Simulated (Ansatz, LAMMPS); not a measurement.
# Aqueous N(CH3)4+ and BF4-, 3.3 mol of salt per kg of water at 300 K (216 atoms): support functions against a reference

Wanted: errors and times of a linear-scaling basis for aqueous N(CH3)4+ and BF4-, 3.3 mol of salt per kg of water at 300 K (216 atoms). A setting counts as converged where the r.m.s. difference of forces stays under 1 % of the r.m.s. force.

Main program and level: Ansatz 0.2.0; Kohn-Sham DFT, PBE+D3(BJ), PAW (set soft_2), plane waves.

Report form: inputs, costs, results and the conclusion, without the logs.

## (1) The structure

The cell holds 216 atoms: 12 C, 3 N, 136 H, 3 B, 12 F and 50 O. Cell: a = 12.933 Å, b = 12.933 Å, c = 12.933 Å, α = 90.0°, β = 90.0°, γ = 90.0°. 50 H2O, 3 N(CH3)4+, 3 BF4- placed at random, at 1.06 g/cm³; overlaps pushed apart, then 10 ps at 420 K with stiff harmonic cages for PF6 and BF4 with UFF radii; MMFF94 bonds, angles, torsions, charges and radii (Halgren, J. Comput. Chem. 17, 490 (1996)) in harmonic and 12-6 forms; SPC/E water (Berendsen, Grigera and Straatsma, J. Phys. Chem. 91, 6269 (1987)); charges of ions scaled by 0.85. Snapshot after 20 ps at 300 K and fixed volume.

Limits known from the start: The network of contacts between molecules at the start is that of the classical potential that made the cell, and needn't be the one that DFT or experiment would give. The concentration wasn't checked against solubility and may exceed it. The density was typed from a rule of thumb and may lie off the real one at this temperature. The Brillouin zone is sampled at Γ only, in a cell whose shortest periodic width is 13 Å.

## (2) How the cell was made

A classical potential makes the cell, at a small fraction of what the same run would cost in DFT.

This step: classical MD, stiff harmonic cages for PF6 and BF4 with UFF radii; MMFF94 bonds, angles, torsions, charges and radii (Halgren, J. Comput. Chem. 17, 490 (1996)) in harmonic and 12-6 forms; SPC/E water (Berendsen, Grigera and Straatsma, J. Phys. Chem. 91, 6269 (1987)); charges of ions scaled by 0.85 (LAMMPS 22 Jul 2025 - Update 4).

Input file in.lmp:

```
# aqueous N(CH3)4+ and BF4-, 3.3 mol of salt per kg of water
units real
atom_style full
boundary p p p
bond_style harmonic
angle_style harmonic
dihedral_style opls
improper_style harmonic
special_bonds lj 0 0 0.5 coul 0 0 0.75
read_data data.lmp
neigh_modify delay 0 every 1 check yes one 4000
comm_modify cutoff 12.0
timestep 0.5
thermo_style custom step time temp pe press density
thermo_modify norm yes
# push overlapping molecules apart
pair_style soft 2.6
pair_coeff * * 0.0
variable a equal ramp(1,60)
fix ad all adapt 1 pair soft a * * v_a
velocity all create 420 844556 mom yes dist gaussian
fix lim all nve/limit 0.03
fix lan all langevin 420 420 50 844557 zero yes
thermo 1000
run 3000 post no
unfix ad
pair_style lj/cut/coul/long 9.0
pair_modify mix arithmetic tail yes
pair_coeff 1 1 0.0678 3.3680   # C
pair_coeff 2 2 0.0721 3.3270   # N
pair_coeff 3 3 0.0216 2.5400   # H
pair_coeff 4 4 0.1800 3.6375   # B
pair_coeff 5 5 0.0500 2.9970   # F
pair_coeff 6 6 0.1553 3.1660   # O
# [... 20 lines left out ...]
compute msd all msd com yes
thermo 5000
fix md all nvt temp 300 300 100
run 20000 post no
print "== T300: mean square displacement over the hold $(c_msd[4]:%.2f) A^2"
unfix md
uncompute msd
write_dump all custom T300.dump id type xs ys zs modify sort id
```

Launch:

```sh
$ lmp -in in.lmp -log none -nocite
```

Elapsed: 25 s, on 1 thread of Intel Xeon 6975P-C (Granite Rapids), shared host; peak memory 0.12 GiB.

The input also reads data.lmp (atoms, bonds and types; not printed here).

## (3) Plane-wave single point

The first run uses the default basis; a harder plane-wave run follows as the reference for the support functions.

Input file input.yaml:

```yaml
crystal:
  lattice:
    - [12.93338, 0.0, 0.0]
    - [0.0, 12.93338, 0.0]
    - [0.0, 0.0, 12.93338]
  atoms:
    - { symbol: C, position: [0.41702, 0.171, 0.85911] }
    - { symbol: "N", position: [0.43769, 0.20628, 0.74985] }
    - { symbol: C, position: [0.37141, 0.15606, 0.67037] }
    - { symbol: C, position: [0.41258, 0.31907, 0.73992] }
    - { symbol: C, position: [0.55024, 0.19508, 0.72766] }
    - { symbol: H, position: [0.46377, 0.21176, 0.91682] }
    - { symbol: H, position: [0.43128, 0.08461, 0.86692] }
    - { symbol: H, position: [0.33772, 0.18648, 0.87302] }
    - { symbol: H, position: [0.38631, 0.1793, 0.59774] }
    - { symbol: H, position: [0.37632, 0.06902, 0.673] }
    - { symbol: H, position: [0.29142, 0.17812, 0.67993] }
    - { symbol: H, position: [0.47587, 0.35859, 0.78708] }
    - { symbol: H, position: [0.40587, 0.34126, 0.65865] }
    - { symbol: H, position: [0.33861, 0.33417, 0.76995] }
    - { symbol: H, position: [0.59912, 0.23437, 0.7871] }
    - { symbol: H, position: [0.56574, 0.2205, 0.64479] }
    - { symbol: H, position: [0.56044, 0.1098, 0.73032] }
    - { symbol: C, position: [0.79711, 0.40264, 0.67556] }
    - { symbol: "N", position: [0.86325, 0.46529, 0.60674] }
    - { symbol: C, position: [0.96948, 0.44344, 0.64343] }
    - { symbol: C, position: [0.86066, 0.43204, 0.49671] }
    - { symbol: C, position: [0.83232, 0.5735, 0.61916] }
    - { symbol: H, position: [0.8112, 0.32134, 0.65882] }
    - { symbol: H, position: [0.72039, 0.40929, 0.64435] }
    - { symbol: H, position: [0.80083, 0.4322, 0.75466] }
    - { symbol: H, position: [0.9972, 0.36873, 0.60919] }
    - { symbol: H, position: [0.01342, 0.5184, 0.62344] }
    - { symbol: H, position: [0.97344, 0.44017, 0.72757] }
    - { symbol: H, position: [0.86688, 0.34342, 0.49228] }
    - { symbol: H, position: [0.7924, 0.45524, 0.45837] }
    - { symbol: H, position: [0.92984, 0.46557, 0.46654] }
    - { symbol: H, position: [0.88223, 0.62092, 0.56932] }
    [... 178 atom lines left out ...]
    - { symbol: O, position: [0.64092, 0.95407, 0.92743] }
    - { symbol: H, position: [0.59015, 0.98602, 0.97622] }
    - { symbol: H, position: [0.60287, 0.91873, 0.87014] }
    - { symbol: O, position: [0.79706, 0.05026, 0.69569] }
    - { symbol: H, position: [0.80118, 0.98469, 0.65493] }
    - { symbol: H, position: [0.85391, 0.09786, 0.67376] }
kpoints:
  mp_grid: { grid: [1, 1, 1] }
hamiltonian:
  xc: pbe
  dispersion: d3bj
scf:
  occupations: { method: fixed }
output:
  forces: true
  stress: true
  populations: intrinsic
  dos:
    method: { smearing: { sigma: 0.08 } }
    de: 0.1
    projected: { site_lists: { B: [B], C: [C], F: [F], H: [H], "N": ["N"] } }
  eigenvalues: true
  write_density: true
  write_potential: true
  volumetric_format: npy
  elf: true
```

Launch:

```sh
$ ansatz run input.yaml --threads 8 --pin off --max-ram 15872MiB --backend cpu --events-out ev --progress --plain --runs-dir out
```

The job ended after 11 s (8 threads of Intel Xeon 6975P-C (Granite Rapids), shared host; peak memory 3.3 GiB).

The program notes that the exchange-correlation potential is rough where the density is thin.

Numbers from this run:

| Property | Result |
| --- | --- |
| free energy | -44905.4467 eV |
| free energy per atom | -207.8956 eV/atom |
| SCF cycles | 9 |
| pressure | -1.413 GPa |
| r.m.s. force component | 0.7176 eV/Å |
| longest force | 4.472 eV/Å |
| Fermi energy | -1.706 eV |
| gap (highest filled to lowest empty level) | 4.092 eV |

The r.m.s. force component of 0.72 eV/Å sets the scale for the differences below.

## (4) Plane waves at 750 eV (750 eV)

The grid of the support functions holds more waves than the default cutoff, so they are judged against a harder plane-wave run.

input.yaml, the sections that differ from step 3:

```yaml
output:
  forces: true
  eigenvalues: true
basis:
  ecutwfc: "750 eV"
# crystal, kpoints, hamiltonian, scf: as in step 3
```

Elapsed: 12 s, on 8 threads; peak memory 6.7 GiB.

Forces differ from the reference by 9.0 meV/Å r.m.s., 1.3 % of their size, over a tolerance of 1 %; the energy by -4.6 meV/atom. This is the tighter run, so the reference isn't converged in this setting (nor is this run shown to be).

## (5) Support functions medium

The cell is solved in localised support functions. Besides, the program derives a nominal cutoff of 631 eV for this run, against the reference's 750.

This step: Kohn-Sham DFT, PBE+D3(BJ), PAW (set soft_2), localised support functions (medium) (Ansatz 0.2.0).

input.yaml, the sections that differ from step 4:

```yaml
scf:
  occupations: { method: fixed }
  eigensolver: { kind: { support_functions: { accuracy: medium } } }
  max_iter: 150
# crystal, kpoints, hamiltonian, output: as in step 4
# basis: removed
```

Run time: 48 s. Hardware: 8 threads; peak memory 5.4 GiB; 5.8 min of CPU time.

The program notes that the band table was not solved further than the SCF left it and it switched symmetry off.

Keys that differ from the reference: basis.ecutwfc removed, support_functions.accuracy = "medium" and scf.max_iter = 150.

Forces differ from the reference by 1.6 meV/Å r.m.s., 0.23 % of their size, well within a tolerance of 1 %; the energy by -0.72 meV/atom. It took 3.9 times the reference's time (shared host, so rough).

## (6) Support functions low

With localised support functions most steps grow linearly with size, though the diagonalisation grows faster unless the density matrix is cut; this run measures error and cost at this size. Besides, the program derives a nominal cutoff of 420 eV for this run, against the reference's 750.

This step: Kohn-Sham DFT, PBE+D3(BJ), PAW (set soft_2), localised support functions (low) (Ansatz 0.2.0).

input.yaml, the sections that differ from step 5:

```yaml
scf:
  occupations: { method: fixed }
  eigensolver: { kind: { support_functions: { accuracy: low } } }
  max_iter: 150
# crystal, kpoints, hamiltonian, output: as in step 5
```

Wall time 42 s (8 threads); peak memory 4.8 GiB; 5.2 min of CPU time.

Keys that differ from the reference: basis.ecutwfc removed, support_functions.accuracy = "low" and scf.max_iter = 150.

Forces differ from the reference by 1.5 meV/Å r.m.s., 0.21 % of their size, well within a tolerance of 1 %; the energy by -0.71 meV/atom. It took 3.4 times the reference's time (shared host, so rough).

## (7) Support functions high

The cell is solved in localised support functions.

This step: Kohn-Sham DFT, PBE+D3(BJ), PAW (set soft_2), localised support functions (high) (Ansatz 0.2.0).

input.yaml, the sections that differ from step 6:

```yaml
scf:
  occupations: { method: fixed }
  eigensolver: { kind: { support_functions: { accuracy: high } } }
  max_iter: 150
# crystal, kpoints, hamiltonian, output: as in step 6
```

It took 3.9 s on 8 threads; peak memory 1.1 GiB; 18 s of CPU time.

The input was rejected at the start.

The program's message: “Error: memory limit exceeded: the `scf loop` phase needs 15.58 GiB against the run's memory maximum of 15.50 GiB; largest carriers: support functions 11.71 GiB, density mixer 1.20 GiB, ion tables 0.99 …”

The refusal is over memory: the job needs 15.58 GiB where 15.50 GiB were allowed.

## (8) Support functions high

After the refusal for memory the run is tried again with basis.xc_grid typed, in the hope of saving memory. Against the reference, the program derives a nominal cutoff of 795 eV for this run, against the reference's 750, the basis becomes support functions and the exchange-correlation grid changes.

input.yaml: that of step 7 with these lines changed.

```diff
@@ -19 +19,3 @@
   eigenvalues: true
+basis:
+  xc_grid: 1
```

It took 4.3 min on 8 threads; peak memory 15 GiB; 33 min of CPU time.

The program notes that the exchange-correlation grid is coarser than the default for support functions.

Keys that differ from the reference: basis.ecutwfc removed, basis.xc_grid = 1, support_functions.accuracy = "high" and scf.max_iter = 150.

Forces differ from the reference by 1.6 meV/Å r.m.s., 0.22 % of their size, well within a tolerance of 1 %; the energy by -0.81 meV/atom. It took 21 times the reference's time (shared host, so rough).

## (9) Support functions medium, radius 3.3 Å

The radius confines each support function; a larger one gives more freedom and more work per atom. Besides, the program derives a nominal cutoff of 631 eV for this run, against the reference's 750.

This step: Kohn-Sham DFT, PBE+D3(BJ), PAW (set soft_2), localised support functions (medium) (Ansatz 0.2.0).

input.yaml, the sections that differ from step 8:

```yaml
scf:
  occupations: { method: fixed }
  eigensolver: { kind: { support_functions: { accuracy: medium, radius: 3.3 } } }
  max_iter: 150
# crystal, kpoints, hamiltonian, output: as in step 8
# basis: removed
```

It took 47 s on 8 threads; peak memory 5.3 GiB; 5.8 min of CPU time.

Keys that differ from the reference: basis.ecutwfc removed, support_functions.accuracy = "medium", support_functions.radius = 3.3 and scf.max_iter = 150.

Forces differ from the reference by 1.7 meV/Å r.m.s., 0.23 % of their size, well within a tolerance of 1 %; the energy by -0.72 meV/atom. It took 3.8 times the reference's time (shared host, so rough).

## (10) Support functions medium, radius 3.57 Å

input.yaml, the sections that differ from step 9:

```yaml
scf:
  occupations: { method: fixed }
  eigensolver: { kind: { support_functions: { accuracy: medium, radius: 3.57 } } }
  max_iter: 150
# crystal, kpoints, hamiltonian, output: as in step 9
```

Run time: 59 s. Hardware: 8 threads; peak memory 5.6 GiB; 7.3 min of CPU time.

Keys that differ from the reference: basis.ecutwfc removed, support_functions.accuracy = "medium", support_functions.radius = 3.57 and scf.max_iter = 150.

Forces differ from the reference by 1.6 meV/Å r.m.s., 0.22 % of their size, well within a tolerance of 1 %; the energy by -0.72 meV/atom. It took 4.8 times the reference's time (shared host, so rough).

## (11) Support functions medium, radius 3.81 Å

input.yaml, the sections that differ from step 10:

```yaml
scf:
  occupations: { method: fixed }
  eigensolver: { kind: { support_functions: { accuracy: medium, radius: 3.81 } } }
  max_iter: 150
# crystal, kpoints, hamiltonian, output: as in step 10
```

Elapsed: 65 s, on 8 threads; peak memory 6 GiB.

Keys that differ from the reference: basis.ecutwfc removed, support_functions.accuracy = "medium", support_functions.radius = 3.81 and scf.max_iter = 150.

Forces differ from the reference by 1.5 meV/Å r.m.s., 0.21 % of their size, well within a tolerance of 1 %; the energy by -0.72 meV/atom. It took 5.3 times the reference's time (shared host, so rough).

## (12) Support functions medium, radius 4.08 Å

input.yaml, the sections that differ from step 11:

```yaml
scf:
  occupations: { method: fixed }
  eigensolver: { kind: { support_functions: { accuracy: medium, radius: 4.08 } } }
  max_iter: 150
# crystal, kpoints, hamiltonian, output: as in step 11
```

Run time: 75 s. Hardware: 8 threads; peak memory 6.6 GiB.

Keys that differ from the reference: basis.ecutwfc removed, support_functions.accuracy = "medium", support_functions.radius = 4.08 and scf.max_iter = 150.

Forces differ from the reference by 1.5 meV/Å r.m.s., 0.21 % of their size, well within a tolerance of 1 %; the energy by -0.72 meV/atom. It took 6.2 times the reference's time (shared host, so rough).

## (13) Support functions medium, radius 4.59 Å

input.yaml, the sections that differ from step 12:

```yaml
scf:
  occupations: { method: fixed }
  eigensolver: { kind: { support_functions: { accuracy: medium, radius: 4.59 } } }
  max_iter: 150
# crystal, kpoints, hamiltonian, output: as in step 12
```

Run time: 1.7 min. Hardware: 8 threads; peak memory 8 GiB.

Keys that differ from the reference: basis.ecutwfc removed, support_functions.accuracy = "medium", support_functions.radius = 4.59 and scf.max_iter = 150.

Forces differ from the reference by 1.5 meV/Å r.m.s., 0.21 % of their size, well within a tolerance of 1 %; the energy by -0.72 meV/atom. It took 8.3 times the reference's time (shared host, so rough).

## (14) Support functions medium, radius 5.1 Å

input.yaml, the sections that differ from step 13:

```yaml
scf:
  occupations: { method: fixed }
  eigensolver: { kind: { support_functions: { accuracy: medium, radius: 5.1 } } }
  max_iter: 150
# crystal, kpoints, hamiltonian, output: as in step 13
```

The job ended after 2.4 min (8 threads; peak memory 9.8 GiB; 18 min of CPU time).

Keys that differ from the reference: basis.ecutwfc removed, support_functions.accuracy = "medium", support_functions.radius = 5.1 and scf.max_iter = 150.

Forces differ from the reference by 1.5 meV/Å r.m.s., 0.21 % of their size, well within a tolerance of 1 %; the energy by -0.72 meV/atom. It took 12 times the reference's time (shared host, so rough).

(Part 1 of 2 ends here.)

[Long decimals in the printed logs are rounded to 6 places.]

[Logs are printed without paths, hosts, clocks, repeated set-up lines and the standing remarks that a program may print on its own settings, such as how far it seeks lower states.]

[Hosts, paths, dates, database ids (printed as entryN), source tags and the programs' standing remarks are cut or masked in the printed files.]

[The MMFF94 radii named for the starting cell were scaled by 0.96; in molecules described by MMFF94, hydrogen bound to N, O or S took a small fixed 12-6 site in their place.]
